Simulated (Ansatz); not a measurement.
# Ge2SeN2 (Cmc2_1): band gap by G0W0 on PBE, part 2 of 3

Aim: the quasiparticle gap of Ge2SeN2 (Cmc2_1), starting from PBE.

Ansatz 0.2.0; PBE, then G0W0 on it, plane waves, PAW. Known limits of the many-body steps: finite bands, screening cutoff and k mesh; no spin-orbit coupling in G0W0.

So far. Step 2 (Bands along the symmetry lines): Over mesh and path the gap is 1.693 eV, from k = (0.000, 0.500, 0.400) to k = Γ. The least direct gap found is 1.823 eV, at k = Γ. On the 4×4×4 mesh alone the same run gives 1.694 eV, so that mesh misses an edge of PBE: 1.694 − 1.693 = +0.001 eV.

**3. The quasiparticle correction**

G0W0 replaces the xc potential by a self-energy built once from the orbitals of the start. Levels are corrected in the window of bands that the input names, at points of the mesh.

This step: G0W0 on PBE, plane waves, PAW; PAW set soft_1.

input.yaml

```yaml
crystal:
  lattice:
    - [5.6390191657, -2.9515389733, 0.0]
    - [5.6390191657, 2.9515389733, 0.0]
    - [0.0, 0.0, 5.183237]
  atoms:
    - { symbol: Ge, position: [0.333819, 0.03403, 0.33372] }
    - { symbol: Ge, position: [0.96597, 0.666181, 0.33372] }
    - { symbol: Ge, position: [0.666181, 0.96597, 0.83372] }
    - { symbol: Ge, position: [0.03403, 0.333819, 0.83372] }
    - { symbol: Se, position: [0.289802, 0.710198, 0.174027] }
    - { symbol: Se, position: [0.710198, 0.289802, 0.674027] }
    - { symbol: "N", position: [0.346734, 0.090559, 0.681267] }
    - { symbol: "N", position: [0.909441, 0.653266, 0.681267] }
    - { symbol: "N", position: [0.653266, 0.909441, 0.181267] }
    - { symbol: "N", position: [0.090559, 0.346734, 0.181267] }
kpoints:
  mp_grid: { grid: [4, 4, 4] }
hamiltonian:
  xc: pbe
  pseudopotentials: { kind: paw, azcp: { folder: soft_1 } }
scf:
  occupations: { method: fixed }
gw:
  n_empty_bands: 946
  ecut_chi: 180.0
  qp_bands: [v3, c3]
  qp_kpoints: band_edges
  screening: { model: contour_deformation }
```

On the command line:

```console
> ansatz run input.yaml --threads 2 --pin off --max-ram 92160MiB --backend cuda --events-out ev --progress --plain --runs-dir out --devices 1 --max-vram 13GiB
```

Numbers of over 12 decimals in the logs are rounded to 6 here.

Log:

```text
GPUs: using 1 of 1 available (devices: 1).
[...]
GPU FFT provider: cuFFT
GPU libraries: cuBLAS 13.8.2, cuFFT 12.4.0, cuSOLVER 12.3.4
Crystal: 10 atoms, lattice volume = 172.537 Å³
Basis set: ecut = 420 eV, 3383 PW (Γ)
Bands: 65, of which v1, the nominal top of the filled ones, is band 54 counted from 1 (53 counted from 0)
Symmetry: 4 space group operations
[...]
k-points: 21 of 64 (time reversal used)
[...]
GPU buffer pool allocated for 72900 grid points (all kernels)
[...]
SCF iter   1: F=—  HF=-29658.082312 eV  |F-HF|=—  |Δ(HF+E_count)|=         —  Δρ=9.20e-2  dr2=1.51e1  ethr=3.10e-3  ⟨swp⟩=5.0  Hψ=4387  notcnv=0  defer=184
[...]
SCF iter   9: F=-29654.333719 eV  HF=-29654.333719 eV  |F-HF|=1.43e-7  |Δ(HF+E_count)|=   5.77e-6  Δρ=6.14e-6  dr2=7.05e-8  ethr=9.26e-11  ⟨swp⟩=9.4  Hψ=6301  notcnv=0
SCF 1 converged in 9 iterations: F = -29654.333719 eV  dr2 = 7.05e-8
[...]
NSCF: frozen V_eff on 21 k-points
the band table was solved once the SCF had ended and its energy, with any forces and stress, was formed, with the checks that follow a solve (5203 applications of the Hamiltonian). They found nothing against the state; the energy, forces and stress were not computed again (output.eigenvalues in the input reference)
[...]
G₀W₀ screening: q 1/21
[... further progress lines ...]
[...]
SCF converged after 9 iterations
Free energy (F): -29654.333719 eV
[...]
Internal energy: -29654.333719 eV  (E = F + TS)
E sigma→0 (E₀):  -29654.333719 eV
Fermi energy:    6.782973 eV
[...]
--- Band table (eV; the first three rows and the last of 21) ---
  k-point 0: bands = [... 50 lower, 5.8350, 6.4393, 6.5691, 6.6544, 8.4774, 9.8426, 9.8762, 11.2192, ... 7 higher]
  k-point 1: bands = [... 50 lower, 5.8651, 6.3319, 6.3714, 6.4513, 9.1874, 9.8915, 10.1795, 10.6092, ... 7 higher]
  k-point 2: bands = [... 50 lower, 6.1063, 6.1063, 6.4815, 6.4815, 9.7496, 9.7496, 9.8600, 9.8600, ... 7 higher]
  k-point 20: bands = [... 50 lower, 5.7352, 5.7352, 6.2626, 6.2626, 10.4052, 10.4052, 10.6761, 10.6761, ... 7 higher]
--- G₀W₀: contour deformation, 7 samples at zero and on the imaginary axis and 2 off it, 64 q-points, 946 empty bands' worth ---
  eigenvalues of the whole cell's RPA ε∞ on this k-mesh (on a slab, of 1 + 4πα/V) = 5.3176, 5.4721, 7.7479; static W/v taken at q = 0 is 0.164996
  gw.qp_kpoints: band_edges: 20 of 21 stored k-points solved, in 1 pass; an edge of the gap read off the rows below is read off those points alone
    valence top: of the k-points left out ik 20 came nearest to being solved in a further pass, in band 54 (counted from 1, as in the quasiparticle table): it holds the edge there only if its correction is more favourable than any solved in that band by at least 0.445 eV; those differ by 0.187 eV
    conduction bottom: of the k-points left out ik 20 came nearest to being solved in a further pass, in band 55 (counted from 1, as in the quasiparticle table): it holds the edge there only if its correction is more favourable than any solved in that band by at least 1.928 eV; those differ by 0.174 eV
    ik  band        ε_KS         Σx   Σc(E_QP)       V_xc       Z   E_QP_lin       E_QP  E_QP is
     0    52      6.4393   -20.2710     2.1500   -17.4477  0.7549     5.7589     5.7660  root
     0    53      6.5691   -18.7484     2.3171   -15.5567  0.7493     5.6776     5.6944  root
     0    54      6.6544   -18.6461     2.1056   -15.6690  0.7525     5.7668     5.7828  root
     0    55      8.4774   -12.5886    -3.5431   -16.4712  0.7823     8.8180     8.8169  root
     0    56      9.8426   -11.5545    -3.9739   -15.9364  0.7802    10.2528    10.2507  root
     0    57      9.8762    -8.8150    -4.0043   -13.0889  0.7912    10.1468    10.1458  root
     1    52      6.3319   -20.2484     2.2566   -17.3067  0.7533     5.6392     5.6468  root
     1    53      6.3714   -18.0479     2.1486   -14.9902  0.7498     5.4424     5.4624  root
     1    54      6.4513   -18.6919     2.2487   -15.6194  0.7476     5.6126     5.6276  root
     1    55      9.1874   -12.8425    -3.7170   -16.9594  0.7769     9.5890     9.5873  root
     1    56      9.8915   -11.9632    -3.9951   -16.3905  0.7770    10.3262    10.3238  root
     1    57     10.1795   -10.2120    -4.1231   -14.7273  0.7799    10.5739    10.5717  root
     2    52      6.1063   -20.2627     2.5459   -17.0113  0.7485     5.3919     5.4008  root
     2    53      6.4815   -18.6309     2.2494   -15.5635  0.7487     5.6492     5.6636  root
     2    54      6.4815   -18.6309     2.2494   -15.5635  0.7487     5.6492     5.6636  root
     2    55      9.7496   -12.2592    -4.0109   -16.7150  0.7757    10.1971    10.1945  root
     2    56      9.7496   -12.2592    -4.0109   -16.7150  0.7757    10.1971    10.1945  root
     2    57      9.8600   -10.5916    -4.2566   -15.2717  0.7862    10.2858    10.2835  root
     3    52      5.9178   -18.5666     2.4276   -15.2986  0.7445     5.0592     5.0773  root
     3    53      6.4658   -18.6400     2.2490   -15.5252  0.7501     5.5834     5.6000  root
     3    54      6.6279   -18.8991     2.2479   -15.8144  0.7504     5.7767     5.7912  root
     3    55      9.2162   -12.8813    -3.7979   -17.1013  0.7767     9.6402     9.6382  root
     3    56      9.9601   -10.5406    -4.0917   -15.0177  0.7818    10.3476    10.3456  root
     3    57     10.2831   -10.1342    -4.2061   -14.7345  0.7812    10.6795    10.6772  root
     4    52      6.0158   -19.9057     2.7395   -16.4168  0.7427     5.2547     5.2664  root
     4    53      6.5818   -18.5775     2.1552   -15.5679  0.7518     5.7121     5.7274  root
     4    54      6.7104   -18.5492     2.1611   -15.5109  0.7520     5.8171     5.8332  root
     4    55      9.5386   -12.3798    -3.9949   -16.8226  0.7761     9.9891     9.9866  root
     4    56      9.8504   -11.0562    -4.1306   -15.6107  0.7806    10.2766    10.2742  root
     4    57     10.2923   -10.8585    -4.2074   -15.4969  0.7775    10.7260    10.7233  root
     5    52      5.9013   -19.3069     2.5930   -15.9174  0.7436     5.0898     5.1048  root
     5    53      6.7431   -18.7955     2.1739   -15.7821  0.7523     5.8898     5.9037  root
     5    54      6.7431   -18.7955     2.1739   -15.7821  0.7523     5.8898     5.9037  root
     5    55      9.7721   -11.2345    -4.1885   -15.8625  0.7809    10.2143    10.2117  root
     5    56      9.7721   -11.2345    -4.1885   -15.8625  0.7809    10.2143    10.2117  root
     5    57     10.3513   -11.3200    -4.2904   -16.0781  0.7746    10.8224    10.8190  root
     6    52      5.5802   -20.8261     3.5555   -16.5512  0.7282     4.8486     4.8608  root
     6    53      6.4225   -18.2610     2.2815   -15.0792  0.7487     5.5034     5.5222  root
     6    54      6.7292   -19.2684     2.4166   -16.0441  0.7487     5.9087     5.9216  root
     6    55     10.0445   -11.6923    -4.1579   -16.3061  0.7737    10.5035    10.5004  root
[...]
18    52      6.4072   -21.2589     2.9779   -17.6235  0.7426     5.7422     5.7497  root
    18    53      6.7192   -17.7730     1.9129   -14.9017  0.7560     5.7407     5.7608  root
    18    54      6.7767   -17.6815     1.9252   -14.7827  0.7555     5.7821     5.8031  root
    18    55      9.6637   -12.3731    -4.2966   -17.1828  0.7786    10.1804    10.1768  root
    18    56     10.4667   -10.7607    -4.3764   -15.5835  0.7715    10.9166    10.9132  root
    18    57     10.9274   -10.9098    -4.6321   -16.0615  0.7749    11.4518    11.4470  root
    19    52      6.1467   -21.0672     3.0982   -17.2884  0.7403     5.4575     5.4662  root
    19    53      6.4377   -17.5403     2.0388   -14.5646  0.7519     5.4799     5.5008  root
    19    54      6.5186   -17.5429     2.1119   -14.4686  0.7505     5.5334     5.5562  root
    19    55     10.1678   -11.9026    -4.3073   -16.7177  0.7737    10.6795    10.6755  root
    19    56     10.3724   -10.9262    -4.2965   -15.6634  0.7748    10.8161    10.8131  root
    19    57     10.9227   -10.7552    -4.5615   -15.8200  0.7730    11.4305    11.4259  root
```

The job ended after 5.6 min (1 × NVIDIA H100 80GB HBM3 (shared by 6 runs) with 2 threads of AMD EPYC 7R13 (Zen 3), shared host; peak memory 5.8 GiB).

Numbers from this step:

```
bands summed                                    : 1000
RPA ε∞ on this mesh (eigenvalues)               : 5.318, 5.472, 7.748
plane waves in the screening matrix             : 945
q-points in the mesh                            : 64
G0W0 gap over the corrected points              : 2.895 eV
k of the valence top                            : 0, -0.5, 0
k of the conduction bottom                      : 0, 0, 0
starting gap on the mesh                        : 1.694 eV
Z at the valence top                            : 0.7487
Z at the conduction bottom                      : 0.7823
least direct G0W0 gap over the corrected points : 3.034 eV
```

Over 20 of 21 irreducible mesh points the G0W0 gap is 2.895 eV, from k = (0.000, -0.500, 0.000) to k = Γ. The PBE gap of this run on the mesh is 1.694 eV. Other states bound it: the two that bound the G0W0 gap lie 1.748 eV apart in PBE, so state for state the correction is 2.895 − 1.748 = +1.147 eV, while gap against gap it is 2.895 − 1.694 = +1.201 eV.

Labels follow the order of the start: v1 is the top filled band, c1 the lowest empty one; levels that stay degenerate share a row, the window can cut a multiplet, doubted levels are not marked in this list, bands outside the window were not corrected, and the list may be a part of the corrected levels. Levels before and after the correction, in eV, zero at the valence-band top of each column:

```
           conduction bottom  valence top
Kohn-Sham               1.69         0.00
     G0W0               2.90         0.00
```

```
                   level  occupation  energy (eV)
Kohn-Sham           Γ v3           2       -0.344
Kohn-Sham           Γ v2           2       -0.214
Kohn-Sham           Γ v1           2       -0.129
Kohn-Sham           Γ c1           0        1.694
Kohn-Sham           Γ c2           0        3.060
Kohn-Sham           Γ c3           0        3.093
Kohn-Sham  (0 -0.5 0) v3           2       -1.203
Kohn-Sham  (0 -0.5 0) v2           2       -0.360
Kohn-Sham  (0 -0.5 0) v1           2       -0.054
Kohn-Sham  (0 -0.5 0) c1           0        3.262
Kohn-Sham  (0 -0.5 0) c2           0        3.267
Kohn-Sham  (0 -0.5 0) c3           0        3.853
     G0W0           Γ v3           2       -0.156
     G0W0           Γ v2           2       -0.227
     G0W0           Γ v1           2       -0.139
     G0W0           Γ c1           0        2.895
     G0W0           Γ c2           0        4.329
     G0W0           Γ c3           0        4.224
     G0W0  (0 -0.5 0) v3           2       -1.061
     G0W0  (0 -0.5 0) v2           2       -0.399
     G0W0  (0 -0.5 0) v1           2        0.000
     G0W0  (0 -0.5 0) c1           0        4.579
     G0W0  (0 -0.5 0) c2           0        4.652
     G0W0  (0 -0.5 0) c3           0        5.094
```

The parts of the quasiparticle energy for the two states that bound the G0W0 gap, in eV on the run's own scale (QP = start + Σx + Σc − Vxc, with Σc at the quasiparticle energy):

```
             edge                       k  band  start       Σx      Σc      Vxc      Z     QP
      valence top  (0.000, -0.500, 0.000)    54  6.729  −19.268   2.417  −16.044  0.749  5.922
conduction bottom                       Γ    55  8.477  −12.589  −3.543  −16.471  0.782  8.817
```

(Part 2 of 3 ends here.)

[Paths, hosts, dates, memory and timing lines, banners, echoed tables and standing remarks are left out of the program output.]

[Logs are printed without paths, hosts, clocks, repeated set-up lines and the standing remarks that a program may print on its own settings, such as how far it seeks lower states.]

[Runs of the session that timed out or met a known fault of the program may be left out.]

[Cells called generated may have been cut or substituted from an entry of the Crystallography Open Database or the Materials Project.]

[Hosts, paths, dates, database ids (printed as entryN), source tags and the programs' standing remarks are cut or masked in the printed files.]

[Where an RPA ε∞ is given, it is that of the G0W0 mesh and is not shown converged in it. Names of k-points follow the symmetry that the program found, which can be lower than the space group named. Band edges on a path are those of the sampled points; other points can move an edge, and change direct to indirect where valleys lie close.]

[Hybrid gaps are those of their k-mesh and are not shown converged in it.]
